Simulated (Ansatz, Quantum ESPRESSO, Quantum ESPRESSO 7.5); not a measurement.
**Ballistic transmission: 1 layers of Ni in Li(100), on the host's sites**

Wanted: the transmission near the Fermi level and the conductance of this junction: 1 layers of Ni in Li(100), on the host's sites.

Program: Quantum ESPRESSO 7.5. Level of theory: plane-wave DFT, LDA, GBRV ultrasoft pseudopotentials (cross-check by Ansatz 0.2.0 with PAW datasets). Results are calculated unless marked as measured.

### Step 1. Set-up

The cell holds 18 atoms: 17 Li and 1 Ni. Its edges and angles: a = 3.440 Å, b = 3.440 Å, c = 30.161 Å, α = 90.0°, β = 90.0°, γ = 90.0°. It derives from Li. Regions: left lead, 8 atoms (8 Li); channel, 2 atoms (1 Ni and 1 Li); right lead, 8 atoms (8 Li). The structure is stacked along c, and the current runs across the ab planes.

### Step 2. Self-consistent run

One periodic cell holds a stretch of lead, the junction and more lead; the atoms stay as built.

The input, scf.in:

```
&control
  prefix = 'scf'
  outdir = './out'
  pseudo_dir = './pseudo'
  calculation = 'scf'
  tprnfor = .true.
/
&system
  ibrav = 0
  nat = 18
  ntyp = 2
  ecutwfc = 40
  ecutrho = 200
  occupations = 'smearing'
  smearing = 'mv'
  degauss = 0.01
  nspin = 2
  starting_magnetization(2) = 0.12
/
&electrons
  conv_thr = 1e-07
  mixing_beta = 0.25
  electron_maxstep = 120
  mixing_mode = 'local-TF'
/
ATOMIC_SPECIES
  Li  6.9400  li_lda_v1.4.uspp.F.UPF
  Ni  58.6934  ni_lda_v1.4.uspp.F.UPF
CELL_PARAMETERS angstrom
  3.44000000000000 0.00000000000000 0.00000000000000
  0.00000000000000 3.44000000000000 0.00000000000000
  0.00000000000000 0.00000000000000 30.16140616549486
ATOMIC_POSITIONS crystal
  Li  0.000000000000 0.000000000000 0.000000000000
  Li  0.500000000000 0.500000000000 0.057026518942
  Li  0.000000000000 0.000000000000 0.114053037883
  Li  0.500000000000 0.500000000000 0.171079556825
  Li  0.000000000000 0.000000000000 0.228106075766
  Li  0.500000000000 0.500000000000 0.285132594708
  Li  0.000000000000 0.000000000000 0.342159113649
  Li  0.500000000000 0.500000000000 0.399185632591
  Ni  0.000000000000 0.000000000000 0.442973481058
  Li  0.500000000000 0.500000000000 0.486761329526
  Li  0.000000000000 0.000000000000 0.543787848468
  Li  0.500000000000 0.500000000000 0.600814367409
  Li  0.000000000000 0.000000000000 0.657840886351
  Li  0.500000000000 0.500000000000 0.714867405292
  Li  0.000000000000 0.000000000000 0.771893924234
  Li  0.500000000000 0.500000000000 0.828920443175
  Li  0.000000000000 0.000000000000 0.885946962117
  Li  0.500000000000 0.500000000000 0.942973481058
K_POINTS automatic
  7 7 1 0 0 0
```

Run with:

```
OMP_NUM_THREADS=1 mpirun -n 2 pw.x -nk 2 -in scf.in > scf.out
```

Log:

```text
Program PWSCF v.7.5 starts
[citation notice left out]

     Parallel version (MPI & OpenMP), running on       2 processor cores
     Number of MPI processes:                 2
     Threads/MPI process:                     1

     MPI processes distributed on     1 nodes
[...]
Current dimensions of program PWSCF are:
     Max number of different atomic species (ntypx) = 10
     Max number of k-points (npk) =  40000
     Max angular momentum in pseudopotentials (lmaxx) =  4
     Message from routine setup:
     using ibrav=0 with symmetry is DISCOURAGED, use correct ibrav instead

     K-points division:     npool     =       2
     Subspace diagonalization in iterative solution of the eigenvalue problem:
     a serial algorithm will be used

     G-vector sticks info
     --------------------
     sticks:   dense  smooth     PW     G-vecs:    dense   smooth      PW
     Sum         673     545    161               115265    82349   13357

     Using Slab Decomposition

     bravais-lattice index     =            0
     lattice parameter (alat)  =       6.5007  a.u.
     unit-cell volume          =    2408.6022 (a.u.)^3
     number of atoms/cell      =           18
     number of atomic types    =            2
     number of electrons       =        69.00
     number of Kohn-Sham states=           42
     kinetic-energy cutoff     =      40.0000  Ry
     charge density cutoff     =     200.0000  Ry
     scf convergence threshold =      1.0E-07
     mixing beta               =       0.2500
     number of iterations used =            8  local-TF  mixing
     Exchange-correlation=  SLA  PZ   NOGX NOGC
                           (   1   1   0   0   0   0   0)

     celldm(1)=   6.500658  celldm(2)=   0.000000  celldm(3)=   0.000000
     celldm(4)=   0.000000  celldm(5)=   0.000000  celldm(6)=   0.000000

     crystal axes: (cart. coord. in units of alat)
               a(1) = (   1.000000   0.000000   0.000000 )
               a(2) = (   0.000000   1.000000   0.000000 )
               a(3) = (   0.000000   0.000000   8.767851 )

     reciprocal axes: (cart. coord. in units 2 pi/alat)
               b(1) = (  1.000000  0.000000  0.000000 )
               b(2) = (  0.000000  1.000000  0.000000 )
               b(3) = (  0.000000  0.000000  0.114053 )

     PseudoPot. # 1 for Li read from file:
     ./pseudo/li_lda_v1.4.uspp.F.UPF
     Pseudo is Ultrasoft, Zval =  3.0
     Generated by new atomic code, or converted to UPF format
     Using radial grid of  751 points,  5 beta functions with:
                l(1) =   0
                l(2) =   0
                l(3) =   0
                l(4) =   1
                l(5) =   1
     Q(r) pseudized with 10 coefficients,  rinner =    1.150   1.150   1.150

     PseudoPot. # 2 for Ni read from file:
     ./pseudo/ni_lda_v1.4.uspp.F.UPF
     Pseudo is Ultrasoft + core correction, Zval = 18.0
     Generated by new atomic code, or converted to UPF format
     Using radial grid of  865 points,  6 beta functions with:
                l(1) =   0
                l(2) =   0
                l(3) =   1
                l(4) =   1
                l(5) =   2
                l(6) =   2
     Q(r) pseudized with 10 coefficients,  rinner =    0.980   0.980   0.980
                                                       0.980   0.980

     atomic species   valence    mass     pseudopotential
     Li                3.00     6.94000     Li( 1.00)
     Ni               18.00    58.69340     Ni( 1.00)

     Starting magnetic structure
     atomic species   magnetization
     Li              0.000
     Ni              0.120

      8 Sym. Ops. (no inversion) found

   Cartesian axes

     site n.     atom                  positions (alat units)
         1        Li     tau(   1) = (   0.0000000   0.0000000   0.0000000  )
         2        Li     tau(   2) = (   0.5000000   0.5000000   0.5000000  )
         3        Li     tau(   3) = (   0.0000000   0.0000000   1.0000000  )
         4        Li     tau(   4) = (   0.5000000   0.5000000   1.5000000  )
         5        Li     tau(   5) = (   0.0000000   0.0000000   2.0000000  )
         6        Li     tau(   6) = (   0.5000000   0.5000000   2.5000000  )
         7        Li     tau(   7) = (   0.0000000   0.0000000   3.0000000  )
         8        Li     tau(   8) = (   0.5000000   0.5000000   3.5000000  )
         9        Ni     tau(   9) = (   0.0000000   0.0000000   3.8839253  )
        10        Li     tau(  10) = (   0.5000000   0.5000000   4.2678506  )
        11        Li     tau(  11) = (   0.0000000   0.0000000   4.7678506  )
        12        Li     tau(  12) = (   0.5000000   0.5000000   5.2678506  )
        13        Li     tau(  13) = (   0.0000000   0.0000000   5.7678506  )
        14        Li     tau(  14) = (   0.5000000   0.5000000   6.2678506  )
        15        Li     tau(  15) = (   0.0000000   0.0000000   6.7678506  )
        16        Li     tau(  16) = (   0.5000000   0.5000000   7.2678506  )
        17        Li     tau(  17) = (   0.0000000   0.0000000   7.7678506  )
        18        Li     tau(  18) = (   0.5000000   0.5000000   8.2678506  )

     number of k points=    10  Marzari-Vanderbilt smearing, width (Ry)=  0.0100
                       cart. coord. in units 2pi/alat
        k(    1) = (   0.0000000   0.0000000   0.0000000), wk =   0.0204082
        k(    2) = (   0.0000000   0.1428571   0.0000000), wk =   0.0816327
        k(    3) = (   0.0000000   0.2857143   0.0000000), wk =   0.0816327
        k(    4) = (   0.0000000   0.4285714   0.0000000), wk =   0.0816327
        k(    5) = (   0.1428571   0.1428571   0.0000000), wk =   0.0816327
        k(    6) = (   0.1428571   0.2857143   0.0000000), wk =   0.1632653
        k(    7) = (   0.1428571   0.4285714   0.0000000), wk =   0.1632653
        k(    8) = (   0.2857143   0.2857143   0.0000000), wk =   0.0816327
        k(    9) = (   0.2857143   0.4285714   0.0000000), wk =   0.1632653
        k(   10) = (   0.4285714   0.4285714   0.0000000), wk =   0.0816327

     Dense  grid:   115265 G-vectors     FFT dimensions: (  30,  30, 270)

     Smooth grid:    82349 G-vectors     FFT dimensions: (  27,  27, 240)

     Estimated max dynamical RAM per process >     422.54 MB

     Estimated total dynamical RAM >     788.79 MB

     Check: negative core charge=   -0.000003
     Generating pointlists ...
     new r_m :   0.3167 (alat units)  2.0590 (a.u.) for type    1
     new r_m :   0.3319 (alat units)  2.1576 (a.u.) for type    2

     Initial potential from superposition of free atoms

[...]
absolute magnetization    =     0.01 Bohr mag/cell

     iteration # 57     ecut=    40.00 Ry     beta= 0.25
[...]
total energy              =    -586.11748521 Ry
     estimated scf accuracy    <       0.00000103 Ry

     total magnetization       =     0.01 Bohr mag/cell
     absolute magnetization    =     0.01 Bohr mag/cell

     iteration # 58     ecut=    40.00 Ry     beta= 0.25
[...]
total energy              =    -586.11748549 Ry
     estimated scf accuracy    <       0.00000038 Ry

     total magnetization       =     0.01 Bohr mag/cell
     absolute magnetization    =     0.01 Bohr mag/cell

     iteration # 59     ecut=    40.00 Ry     beta= 0.25
[...]
total energy              =    -586.11748553 Ry
     estimated scf accuracy    <       0.00000035 Ry

     total magnetization       =     0.01 Bohr mag/cell
     absolute magnetization    =     0.01 Bohr mag/cell

     iteration # 60     ecut=    40.00 Ry     beta= 0.25
[...]
total energy              =    -586.11748564 Ry
     estimated scf accuracy    <       0.00000021 Ry

     total magnetization       =     0.00 Bohr mag/cell
     absolute magnetization    =     0.01 Bohr mag/cell

     iteration # 61     ecut=    40.00 Ry     beta= 0.25
[...]
Magnetic moment per site  (integrated on atomic sphere of radius R)
     atom   1 (R=0.317)  charge=  2.3067  magn=  0.0000
     atom   2 (R=0.317)  charge=  2.3075  magn=  0.0000
     atom   3 (R=0.317)  charge=  2.3075  magn=  0.0000
     atom   4 (R=0.317)  charge=  2.3076  magn= -0.0000
     atom   5 (R=0.317)  charge=  2.3070  magn=  0.0000
     atom   6 (R=0.317)  charge=  2.3083  magn=  0.0000
     atom   7 (R=0.317)  charge=  2.3009  magn=  0.0000
     atom   8 (R=0.317)  charge=  2.3578  magn= -0.0002
     atom   9 (R=0.332)  charge= 16.9677  magn=  0.0028
     atom  10 (R=0.317)  charge=  2.3578  magn= -0.0002
     atom  11 (R=0.317)  charge=  2.3008  magn=  0.0000
     atom  12 (R=0.317)  charge=  2.3084  magn=  0.0000
     atom  13 (R=0.317)  charge=  2.3070  magn=  0.0000
     atom  14 (R=0.317)  charge=  2.3075  magn= -0.0000
     atom  15 (R=0.317)  charge=  2.3076  magn=  0.0000
     atom  16 (R=0.317)  charge=  2.3075  magn=  0.0000
     atom  17 (R=0.317)  charge=  2.3068  magn=  0.0000
     atom  18 (R=0.317)  charge=  2.3079  magn=  0.0000

[...]
End of self-consistent calculation

 ------ SPIN UP ------------

          k = 0.0000 0.0000 0.0000 ( 10363 PWs)   bands (ev):

   -99.9682 -60.8255 -60.8255 -60.8013 -44.4346 -44.4346 -44.4089 -44.4088
   -44.4059 -44.4009 -44.3891 -44.3886 -44.3836 -44.3823 -44.3725 -44.3711
   -44.3687 -44.3594 -44.3593 -43.6777 -43.6617  -3.0001  -2.2332  -2.1520
    -1.9267  -1.7868  -1.3379  -1.1603  -0.5225  -0.2886   0.1932   0.2296
     0.7245   0.7245   0.8385   0.8767   0.9757   2.2449   2.3328   3.9549
     3.9758   5.6961

          k = 0.0000 0.1429 0.0000 ( 10353 PWs)   bands (ev):

   -99.9681 -60.8258 -60.8254 -60.8013 -44.4337 -44.4336 -44.4085 -44.4084
   -44.4042 -44.3997 -44.3880 -44.3877 -44.3831 -44.3820 -44.3725 -44.3714
   -44.3695 -44.3604 -44.3604 -43.6773 -43.6614  -2.7853  -2.0430  -1.9625
    -1.7356  -1.5994  -1.1479  -0.9787  -0.3449  -0.1241   0.2600   0.2887
     0.6517   0.7364   0.8208   1.0364   1.0918   2.3733   2.4370   3.9395
     3.9615   4.8330

          k = 0.0000 0.2857 0.0000 ( 10287 PWs)   bands (ev):

   -99.9681 -60.8266 -60.8253 -60.8013 -44.4315 -44.4315 -44.4077 -44.4075
   -44.4000 -44.3969 -44.3857 -44.3856 -44.3816 -44.3812 -44.3727 -44.3720
   -44.3716 -44.3634 -44.3634 -43.6765 -43.6608  -2.1776  -1.4685  -1.3906
    -1.1631  -1.0377  -0.5873  -0.4480   0.1208   0.2730   0.3722   0.5134
     0.6681   0.7024   0.7634   1.4087   1.4512   2.4111   2.4380   2.6744
     2.7402   2.7514

          k = 0.0000 0.4286 0.0000 ( 10307 PWs)   bands (ev):

   -99.9681 -60.8273 -60.8253 -60.8013 -44.4297 -44.4297 -44.4071 -44.4070
   -44.3958 -44.3946 -44.3841 -44.3840 -44.3798 -44.3798 -44.3741 -44.3714
   -44.3714 -44.3676 -44.3676 -43.6759 -43.6602  -1.3945  -0.5009  -0.4330
    -0.2323  -0.1417   0.2065   0.2142   0.4621   0.5856   0.6132   0.6215
     0.7848   0.8817   0.9727   1.0837   1.1052   1.2094   1.2915   1.3727
     1.5456   1.5802

          k = 0.1429 0.1429 0.0000 ( 10347 PWs)   bands (ev):

   -99.9681 -60.8258 -60.8258 -60.8013 -44.4328 -44.4328 -44.4081 -44.4080
   -44.4027 -44.3987 -44.3871 -44.3869 -44.3826 -44.3817 -44.3725 -44.3716
   -44.3702 -44.3613 -44.3613 -43.6770 -43.6611  -2.5675  -1.8530  -1.7733
    -1.5440  -1.4118  -0.9558  -0.7969  -0.1684   0.0358   0.2934   0.3751
     0.6461   0.6998   0.7593   1.2294   1.2347   2.5360   2.5792   4.0814
     4.1082   4.5906

          k = 0.1429 0.2857 0.0000 ( 10299 PWs)   bands (ev):

   -99.9681 -60.8266 -60.8257 -60.8013 -44.4309 -44.4309 -44.4074 -44.4072
   -44.3990 -44.3962 -44.3851 -44.3851 -44.3811 -44.3807 -44.3726 -44.3719
   -44.3717 -44.3639 -44.3639 -43.6762 -43.6605  -1.9503  -1.2799  -1.2032
    -0.9700  -0.8519  -0.3899  -0.2731   0.2561   0.3767   0.3900   0.5992
     0.6249   0.6515   0.8666   1.6078   1.6885   2.6466   2.6920   2.7865
     2.8786   2.9217

[...]
the Fermi energy is     1.2388 ev

!    total energy              =    -586.11748567 Ry
     estimated scf accuracy    <       0.00000006 Ry
     smearing contrib. (-TS)   =      -0.00022476 Ry
     internal energy E=F+TS    =    -586.11726091 Ry

     The total energy is F=E-TS. E is the sum of the following terms:
     one-electron contribution =   -1139.79848530 Ry
     hartree contribution      =     551.25947269 Ry
     xc contribution           =     -88.93336898 Ry
     ewald contribution        =      91.35512068 Ry

     total magnetization       =     0.00 Bohr mag/cell
     absolute magnetization    =     0.01 Bohr mag/cell

     convergence has been achieved in  61 iterations

     Forces acting on atoms (cartesian axes, Ry/au):

     atom    1 type  1   force =     0.00000000    0.00000000   -0.00022553
     atom    2 type  1   force =     0.00000000    0.00000000    0.00060258
     atom    3 type  1   force =     0.00000000    0.00000000   -0.00007199
     atom    4 type  1   force =     0.00000000    0.00000000   -0.00039026
     atom    5 type  1   force =     0.00000000    0.00000000    0.00019310
     atom    6 type  1   force =     0.00000000    0.00000000   -0.00272024
     atom    7 type  1   force =     0.00000000    0.00000000    0.01065619
     atom    8 type  1   force =     0.00000000    0.00000000    0.01520974
     atom    9 type  2   force =     0.00000000    0.00000000    0.00006602
     atom   10 type  1   force =     0.00000000    0.00000000   -0.01521533
     atom   11 type  1   force =     0.00000000    0.00000000   -0.01065875
     atom   12 type  1   force =     0.00000000    0.00000000    0.00270393
     atom   13 type  1   force =     0.00000000    0.00000000   -0.00020030
     atom   14 type  1   force =     0.00000000    0.00000000    0.00037539
     atom   15 type  1   force =     0.00000000    0.00000000    0.00006989
     atom   16 type  1   force =     0.00000000    0.00000000   -0.00060381
     atom   17 type  1   force =     0.00000000    0.00000000    0.00021221
     atom   18 type  1   force =     0.00000000    0.00000000   -0.00000285

     Total force =     0.026569     Total SCF correction =     0.000226

[...]
=------------------------------------------------------------------------------=
   JOB DONE.
=------------------------------------------------------------------------------=
```

Elapsed: 17 min, on 2 MPI ranks of Arm Neoverse N1, shared host; peak memory 0.8 GiB; 34 min of CPU time.

Read from the output:

- free energy: -7974.5346 eV
- Fermi energy: 1.239 eV
- absolute magnetization: 0.01 μB

The program's own clock; routines nest. Time by routine:

| routine | wall time (s) | calls |
| --- | --- | --- |
| PWSCF | 1022 | 1 |
| electrons | 1005 | 1 |
| c_bands | 777.7 | 61 |
| cegterg | 729.4 | 610 |
| h_psi | 556.3 | 2243 |
| fftw | 477.1 | 141172 |
| vloc_psi | 422.7 | 2243 |
| sum_band | 176.6 | 61 |
| calbec | 96.91 | 2893 |
| h_psi:calbec | 66.65 | 2243 |
| add_vuspsi | 65.77 | 2243 |
| s_psi | 65.35 | 2243 |
| newd | 27.04 | 62 |
| mix_rho | 18.13 | 61 |

The run needed 61 iterations to bring the estimated error under 1e-07 Ry; the largest force on any atom, held or free, is 0.39 eV/Å. The starting moments died out.

[end of part 1 of 4]

[Logs are printed without paths, hosts, clocks, repeated set-up lines and the standing remarks that a program may print on its own settings, such as how far it seeks lower states.]

[Hosts, paths, dates, database ids (printed as entryN), source tags and the programs' standing remarks are cut or masked in the printed files.]

[Maps of the electrostatic potential energy from Ansatz leave out the sawtooth potential of an applied field or a dipole correction, so their vacuum need not be flat; planar profiles and work functions include it.]
